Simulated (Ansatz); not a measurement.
# Work function of W(110): what the settings cost and change, part 2 of 2

Aim: the numerical settings behind the work function of W(110), with the cost of each.

Ansatz 0.2.0; plane-wave DFT, PBE, Ansatz PAW.

So far, work function, upper face (eV): step 2 (slab, setting cutoff 200 eV) 5.05; step 3 (slab) 4.90; step 4 (slab) 4.90; step 5 (slab) 4.90.

**6. Slab**

Input file input.yaml:

```yaml
crystal:
  lattice:
    - [2.2344574285, -1.58, 0.0]
    - [2.2344574285, 1.58, 0.0]
    - [0.0, 0.0, 31.4067445713]
  atoms:
    - { symbol: W, position: [0.0, 0.0, 0.2865626515] }
    - { symbol: W, position: [0.5, 0.5, 0.3577084343] }
    - { symbol: W, position: [0.0, 0.0, 0.4288542172] }
    - { symbol: W, position: [0.5, 0.5, 0.5] }
    - { symbol: W, position: [0.0, 0.0, 0.5711457828] }
    - { symbol: W, position: [0.5, 0.5, 0.6422915657] }
    - { symbol: W, position: [0.0, 0.0, 0.7134373485] }
kpoints:
  mp_grid: { grid: [3, 3, 1] }
hamiltonian:
  xc: pbe
scf:
  occupations: { method: fermi_dirac, width: 0.1 }
  convergence: { dr2_threshold: 1.0e-09 }
efield:
  axis: 3
  dipole_correction: true
  ramp_position: 0.97
  ramp_width: 0.06
output:
  write_potential: true
  write_density: true
  volumetric_format: npy
```

The run is started by

```console
ansatz run input.yaml --threads 2 --pin off --max-ram 3072MiB --backend cpu --events-out ev --progress --plain --runs-dir out
```

Numbers of over 12 decimals in the logs are rounded to 6 here.

Log:

```text
[...]
Crystal: 7 atoms, lattice volume = 221.759 Å³
Basis set: ecut = 420 eV, 4419 PW (Γ)
Bands: 59, of which v1, the nominal top of the filled ones, is band 49 counted from 1 (48 counted from 0)
Symmetry: 4 space group operations
k-points: 4 of 9
[...]
k-point 0: bands = [... 45 lower, 7.4219, 7.5243, 7.5574, 8.0547, 8.2449, 9.1232, 9.2806, 9.4797, ... 6 higher]
  k-point 1: bands = [... 45 lower, 7.0112, 7.0935, 8.1503, 8.1554, 9.9390, 10.3790, 10.4480, 10.4710, ... 6 higher]
  k-point 2: bands = [... 45 lower, 8.5053, 8.5759, 8.9680, 9.0441, 9.5024, 9.6401, 9.6567, 9.7331, ... 6 higher]
  k-point 3: bands = [... 45 lower, 7.3948, 8.0398, 8.8178, 8.8189, 8.8864, 9.4583, 9.8963, 10.4824, ... 6 higher]
[key lines of the parts left out:]
SCF converged after 11 iterations
Free energy (F): -72690.204930 eV
Fermi energy:    8.991769 eV
Dipole field:    D = 0.000001 V/Å  (p = 0.000002 e·Å, saw-weighted, corrected)
Work function:   Φ+ = 5.0670 eV   Φ− = 5.0670 eV
```

Run time: 7.8 s. Hardware: 2 threads of Arm Neoverse N1, shared host; peak memory 0.43 GiB.

The work function is 5.067 eV, +0.167 eV from the run “cutoff 420 eV”, at 0.045 times its CPU time.

**7. Slab**

input.yaml: that of step 6 with these lines changed.

```diff
@@ -14,3 +14,3 @@
 kpoints:
-  mp_grid: { grid: [3, 3, 1] }
+  mp_grid: { grid: [5, 5, 1] }
 hamiltonian:
```

Log:

```text
[...]
Crystal: 7 atoms, lattice volume = 221.759 Å³
Basis set: ecut = 420 eV, 4419 PW (Γ)
Bands: 59, of which v1, the nominal top of the filled ones, is band 49 counted from 1 (48 counted from 0)
Symmetry: 4 space group operations
k-points: 9 of 25
[...]
k-point 1: bands = [... 45 lower, 7.1963, 7.3638, 7.7324, 7.8406, 9.0871, 9.1304, 9.7741, 10.4137, ... 16 higher]
  k-point 2: bands = [... 45 lower, 8.1389, 8.3094, 9.0002, 9.1194, 10.5866, 10.8368, 10.9840, 11.0752, ... 16 higher]
  k-point 8: bands = [... 45 lower, 8.0177, 9.1191, 9.5324, 9.6104, 10.3175, 11.0182, 11.0694, 11.3808, ... 16 higher]
[key lines of the parts left out:]
SCF converged after 10 iterations
Free energy (F): -72690.979015 eV
Fermi energy:    9.055690 eV
Dipole field:    D = -0.000002 V/Å  (p = -0.000002 e·Å, saw-weighted, corrected)
Work function:   Φ+ = 4.6767 eV   Φ− = 4.6766 eV
```

It took 19 s on 2 threads; peak memory 0.51 GiB; 37 s of CPU time.

The work function is 4.677 eV, -0.223 eV from the run “cutoff 420 eV”, at 0.12 times its CPU time.

**8. Run**

input.yaml: that of step 7 with these lines changed.

```diff
@@ -14,3 +14,3 @@
 kpoints:
-  mp_grid: { grid: [5, 5, 1] }
+  mp_grid: { grid: [11, 11, 1] }
 hamiltonian:
```

Log:

```text
[...]
Crystal: 7 atoms, lattice volume = 221.759 Å³
Basis set: ecut = 420 eV, 4419 PW (Γ)
Bands: 59, of which v1, the nominal top of the filled ones, is band 49 counted from 1 (48 counted from 0)
Symmetry: 4 space group operations
k-points: 36 of 121
[...]
k-point 0: bands = [... 45 lower, 7.6183, 7.6773, 7.8823, 8.1272, 8.4953, 9.0277, 9.4769, 9.5382, ... 16 higher]
  k-point 1: bands = [... 45 lower, 7.5000, 7.7628, 7.9072, 8.1305, 8.5876, 8.8444, 8.9938, 9.7876, ... 16 higher]
  k-point 2: bands = [... 45 lower, 7.1707, 7.3169, 7.8216, 7.9479, 8.7935, 8.8925, 9.4992, 10.2348, ... 16 higher]
  k-point 35: bands = [... 45 lower, 8.9137, 9.6848, 9.9774, 10.0927, 10.3124, 10.3168, 10.4946, 10.8763, ... 16 higher]
[key lines of the parts left out:]
SCF converged after 9 iterations
Free energy (F): -72690.883256 eV
Fermi energy:    8.914542 eV
Dipole field:    D = 0.000000 V/Å  (p = 0.000000 e·Å, saw-weighted, corrected)
Work function:   Φ+ = 4.9192 eV   Φ− = 4.9192 eV
```

It took 76 s on 2 threads; peak memory 0.84 GiB.

The work function is 4.919 eV, +0.020 eV from the run “cutoff 420 eV”, at 0.50 times its CPU time.

**9. Slab**

input.yaml: that of step 8 with these lines changed.

```diff
@@ -14,3 +14,3 @@
 kpoints:
-  mp_grid: { grid: [11, 11, 1] }
+  mp_grid: { grid: [24, 24, 1] }
 hamiltonian:
```

Log:

```text
[...]
Crystal: 7 atoms, lattice volume = 221.759 Å³
Basis set: ecut = 420 eV, 4419 PW (Γ)
Bands: 59, of which v1, the nominal top of the filled ones, is band 49 counted from 1 (48 counted from 0)
Symmetry: 4 space group operations
k-points: 157 of 576
[...]
k-point 1: bands = [... 45 lower, 7.5903, 7.7114, 7.9320, 8.0594, 8.5598, 8.9412, 9.3967, 9.5558, ... 16 higher]
  k-point 2: bands = [... 45 lower, 7.5198, 7.8104, 7.8678, 8.1033, 8.6203, 8.8232, 9.0653, 9.7449, ... 16 higher]
  k-point 156: bands = [... 45 lower, 9.2596, 9.2771, 10.0569, 10.1132, 10.1165, 10.2871, 10.6264, 10.7961, ... 16 higher]
[key lines of the parts left out:]
SCF converged after 9 iterations
Free energy (F): -72690.918392 eV
Fermi energy:    8.939776 eV
Dipole field:    D = 0.000000 V/Å  (p = 0.000000 e·Å, saw-weighted, corrected)
Work function:   Φ+ = 4.8936 eV   Φ− = 4.8936 eV
```

Wall time 5.5 min (2 threads); peak memory 2.3 GiB.

The work function is 4.894 eV, -0.006 eV from the run “cutoff 420 eV”, at 2.2 times its CPU time.

**10. Run**

input.yaml: that of step 9 with these lines changed.

```diff
@@ -14,3 +14,3 @@
 kpoints:
-  mp_grid: { grid: [24, 24, 1] }
+  mp_grid: { grid: [16, 16, 1] }
 hamiltonian:
@@ -18,3 +18,3 @@
 scf:
-  occupations: { method: fermi_dirac, width: 0.1 }
+  occupations: { method: gaussian, width: 0.05 }
   convergence: { dr2_threshold: 1.0e-09 }
```

Log:

```text
[...]
Crystal: 7 atoms, lattice volume = 221.759 Å³
Basis set: ecut = 420 eV, 4419 PW (Γ)
Bands: 59, of which v1, the nominal top of the filled ones, is band 49 counted from 1 (48 counted from 0)
Symmetry: 4 space group operations
k-points: 73 of 256
[...]
k-point 0: bands = [... 45 lower, 7.6199, 7.6713, 7.8687, 8.1262, 8.4889, 9.0339, 9.4711, 9.5370, ... 6 higher]
  k-point 1: bands = [... 45 lower, 7.5593, 7.7686, 7.9099, 8.0358, 8.6126, 8.8591, 9.2449, 9.6311, ... 6 higher]
  k-point 2: bands = [... 45 lower, 7.4280, 7.5298, 8.0799, 8.2574, 8.4178, 8.7047, 9.0329, 10.0063, ... 6 higher]
  k-point 72: bands = [... 45 lower, 9.2465, 9.2669, 10.0545, 10.1113, 10.1203, 10.2804, 10.6327, 10.7851, ... 6 higher]
[key lines of the parts left out:]
SCF converged after 9 iterations
Free energy (F): -72690.843248 eV
Fermi energy:    8.929259 eV
Dipole field:    D = 0.000001 V/Å  (p = 0.000002 e·Å, saw-weighted, corrected)
Work function:   Φ+ = 4.9054 eV   Φ− = 4.9054 eV
```

Elapsed: 2 min, on 2 threads; peak memory 1.1 GiB; 4 min of CPU time.

The work function is 4.905 eV, +0.006 eV from the run “cutoff 420 eV”, at 0.78 times its CPU time.

**11. Run**

input.yaml: that of step 10 with these lines changed.

```diff
@@ -18,3 +18,3 @@
 scf:
-  occupations: { method: gaussian, width: 0.05 }
+  occupations: { method: methfessel_paxton, width: 0.2 }
   convergence: { dr2_threshold: 1.0e-09 }
```

Log:

```text
[...]
Crystal: 7 atoms, lattice volume = 221.759 Å³
Basis set: ecut = 420 eV, 4419 PW (Γ)
Bands: 59, of which v1, the nominal top of the filled ones, is band 49 counted from 1 (48 counted from 0)
Symmetry: 4 space group operations
k-points: 73 of 256
[...]
k-point 1: bands = [... 45 lower, 7.5576, 7.7671, 7.9091, 8.0347, 8.6113, 8.8557, 9.2431, 9.6297, ... 16 higher]
  k-point 2: bands = [... 45 lower, 7.4249, 7.5287, 8.0772, 8.2549, 8.4143, 8.7018, 9.0317, 10.0045, ... 16 higher]
  k-point 72: bands = [... 45 lower, 9.2465, 9.2668, 10.0518, 10.1094, 10.1152, 10.2786, 10.6280, 10.7852, ... 16 higher]
[key lines of the parts left out:]
SCF converged after 9 iterations
Free energy (F): -72690.842339 eV
Fermi energy:    8.927202 eV
Dipole field:    D = 0.000000 V/Å  (p = 0.000000 e·Å, saw-weighted, corrected)
Work function:   Φ+ = 4.9100 eV   Φ− = 4.9100 eV
```

It took 2.5 min on 2 threads; peak memory 1.3 GiB.

The work function is 4.910 eV, +0.010 eV from the run “cutoff 420 eV”, at 0.99 times its CPU time.

**12. Run**

input.yaml: that of step 11 with these lines changed.

```diff
@@ -18,3 +18,3 @@
 scf:
-  occupations: { method: methfessel_paxton, width: 0.2 }
+  occupations: { method: fermi_dirac, width: 0.3 }
   convergence: { dr2_threshold: 1.0e-09 }
```

Log:

```text
band count auto-derived: 65 (N_el = 98.0; filled up to band 49; 59 by the electrons, moments and atoms)
[...]
Crystal: 7 atoms, lattice volume = 221.759 Å³
Basis set: ecut = 420 eV, 4419 PW (Γ)
Bands: 65, of which v1, the nominal top of the filled ones, is band 49 counted from 1 (48 counted from 0)
Symmetry: 4 space group operations
k-points: 73 of 256
[...]
k-point 1: bands = [... 45 lower, 7.6000, 7.8093, 7.9366, 8.0680, 8.6485, 8.8542, 9.2626, 9.6639, ... 12 higher]
  k-point 2: bands = [... 45 lower, 7.4522, 7.5553, 8.1071, 8.2873, 8.4217, 8.7123, 9.0641, 10.0339, ... 12 higher]
  k-point 72: bands = [... 45 lower, 9.2942, 9.3091, 10.0786, 10.1186, 10.1396, 10.3134, 10.6331, 10.8319, ... 12 higher]
[key lines of the parts left out:]
SCF converged after 9 iterations
Free energy (F): -72691.523242 eV
Fermi energy:    8.910906 eV
Dipole field:    D = -0.000000 V/Å  (p = -0.000000 e·Å, saw-weighted, corrected)
Work function:   Φ+ = 4.9026 eV   Φ− = 4.9026 eV
```

The job ended after 2.3 min (2 threads; peak memory 1.2 GiB; 4.6 min of CPU time).

The work function is 4.903 eV, +0.003 eV from the run “cutoff 420 eV”, at 0.91 times its CPU time.

**13. Slab**

input.yaml: that of step 12 with these lines changed.

```diff
@@ -18,3 +18,3 @@
 scf:
-  occupations: { method: fermi_dirac, width: 0.3 }
+  occupations: { method: cold, width: 0.1 }
   convergence: { dr2_threshold: 1.0e-09 }
```

Log:

```text
[...]
Crystal: 7 atoms, lattice volume = 221.759 Å³
Basis set: ecut = 420 eV, 4419 PW (Γ)
Bands: 59, of which v1, the nominal top of the filled ones, is band 49 counted from 1 (48 counted from 0)
Symmetry: 4 space group operations
k-points: 73 of 256
[...]
k-point 0: bands = [... 45 lower, 7.6175, 7.6695, 7.8677, 8.1245, 8.4874, 9.0318, 9.4694, 9.5354, ... 6 higher]
  k-point 1: bands = [... 45 lower, 7.5574, 7.7667, 7.9082, 8.0341, 8.6109, 8.8570, 9.2431, 9.6294, ... 6 higher]
  k-point 2: bands = [... 45 lower, 7.4255, 7.5281, 8.0775, 8.2552, 8.4156, 8.7027, 9.0313, 10.0044, ... 6 higher]
  k-point 72: bands = [... 45 lower, 9.2452, 9.2652, 10.0524, 10.1092, 10.1173, 10.2786, 10.6299, 10.7836, ... 6 higher]
[key lines of the parts left out:]
SCF converged after 9 iterations
Free energy (F): -72690.840461 eV
Fermi energy:    8.929359 eV
Dipole field:    D = -0.000000 V/Å  (p = -0.000000 e·Å, saw-weighted, corrected)
Work function:   Φ+ = 4.9078 eV   Φ− = 4.9078 eV
```

Run time: 2 min. Hardware: 2 threads; peak memory 1.1 GiB.

The work function is 4.908 eV, +0.008 eV from the run “cutoff 420 eV”, at 0.78 times its CPU time.

**14. The series together**

Times are for 2 threads of Arm Neoverse N1, shared host. The runs compared:

```
no.                            setting  work function, upper face (eV)     time  memory (GiB)
  1                      cutoff 200 eV                           5.048     62 s          0.61
  2                      cutoff 300 eV                           4.901  1.7 min          0.88
  3                      cutoff 420 eV                           4.900  2.6 min           1.3
  4                      cutoff 600 eV                           4.900  4.2 min           2.0
  5                           mesh 3x3                           5.067    7.8 s          0.43
  6                           mesh 5x5                           4.677     19 s          0.51
  7                         mesh 11x11                           4.919     76 s          0.84
  8                         mesh 24x24                           4.894  5.5 min           2.3
  9          Gaussian smearing 0.05 eV                           4.905    2 min           1.1
 10  methfessel_paxton smearing 0.2 eV                           4.910  2.5 min           1.3
 11        fermi_dirac smearing 0.3 eV                           4.903  2.3 min           1.2
 12               cold smearing 0.1 eV                           4.908    2 min           1.1
```

**15. The same run with other settings**

An input spoilt on purpose, to show how the run answers: it repeats the earlier run “cutoff 200 eV” with scf.occupations from method: fermi_dirac, width: 0.1 removed, and scf.max_iter set to 100; its output block differs too.

input.yaml: that of step 13 with these lines changed.

```diff
@@ -18,4 +18,4 @@
 scf:
-  occupations: { method: cold, width: 0.1 }
   convergence: { dr2_threshold: 1.0e-09 }
+  max_iter: 100
 efield:
@@ -25,2 +25,4 @@
   ramp_width: 0.06
+basis:
+  ecutwfc: "200 eV"
 output:
```

Log:

```text
Error: YAML parse error: `scf.occupations.method` is required: fixed only where the cell keeps a band gap throughout the run, explicit beside scf.occupations.values (under evaluate: without them), else a smearing such as fermi_dirac (scf.occupations.width is optional; its entry in the input reference gives the default)
```

Elapsed: 0.02 s, on 2 threads; peak memory 0.06 GiB.

The program refused the input before any cycle.

The program's message: “Error: YAML parse error: `scf.occupations.method` is required: fixed only where the cell keeps a band gap throughout the run, explicit beside scf.occupations.values (under evaluate: without them), els …”

The fault put into the input: no occupation method.

**16. Summary of results**

| Property | Result |
| --- | --- |
| work function, cutoff 420 eV | 4.900 eV |
| work function, cutoff 600 eV | 4.900 eV |
| work function, mesh 3x3 | 5.067 eV |
| work function, mesh 5x5 | 4.677 eV |

The run at the highest cutoff gives 4.90 eV, and the settings tried spread the value from 4.68 to 5.07 eV. Against 600 eV, a cutoff of 200 eV is off by +0.148 eV. Against 600 eV, a cutoff of 420 eV is off by -0.000 eV. Against the finest mesh, 24 points along a, the coarser ones are off by +0.17 (3), -0.22 (5) and +0.03 (11) eV. The smearing schemes and widths spread it over 0.01 eV. The program marks the value as in doubt in “cutoff 200 eV”. The ladder's slabs use the tabulated experimental lattice constant (two decimals; a low-temperature value for the alkali metals). In 1 run of the series (cutoff 200 eV) the program warns that electrons reach the sawtooth's ramp, which makes dipole and work function less sure.

Calculation against experiment:

| quantity | measured | cutoff 600 eV |
| --- | --- | --- |
| work function (clean (110) face, a compiled value) (eV) | 5.25 | 4.90 (-0.35 eV) |

Measured values from arxiv:1902.07811 (2019).

How well it matches: The work function is off by -0.35 eV: fair agreement. The grades are ours: good and fair within 3 and 7 % for the work function. No cell relaxation is part of this session.

[Logs are printed without paths, hosts, clocks, repeated set-up lines and the standing remarks that a program may print on its own settings, such as how far it seeks lower states.]

[Hosts, paths, dates, database ids (printed as entryN), source tags and the programs' standing remarks are cut or masked in the printed files.]

[Maps of the electrostatic potential energy from Ansatz leave out the sawtooth potential of an applied field or a dipole correction, so their vacuum need not be flat; planar profiles and work functions include it.]
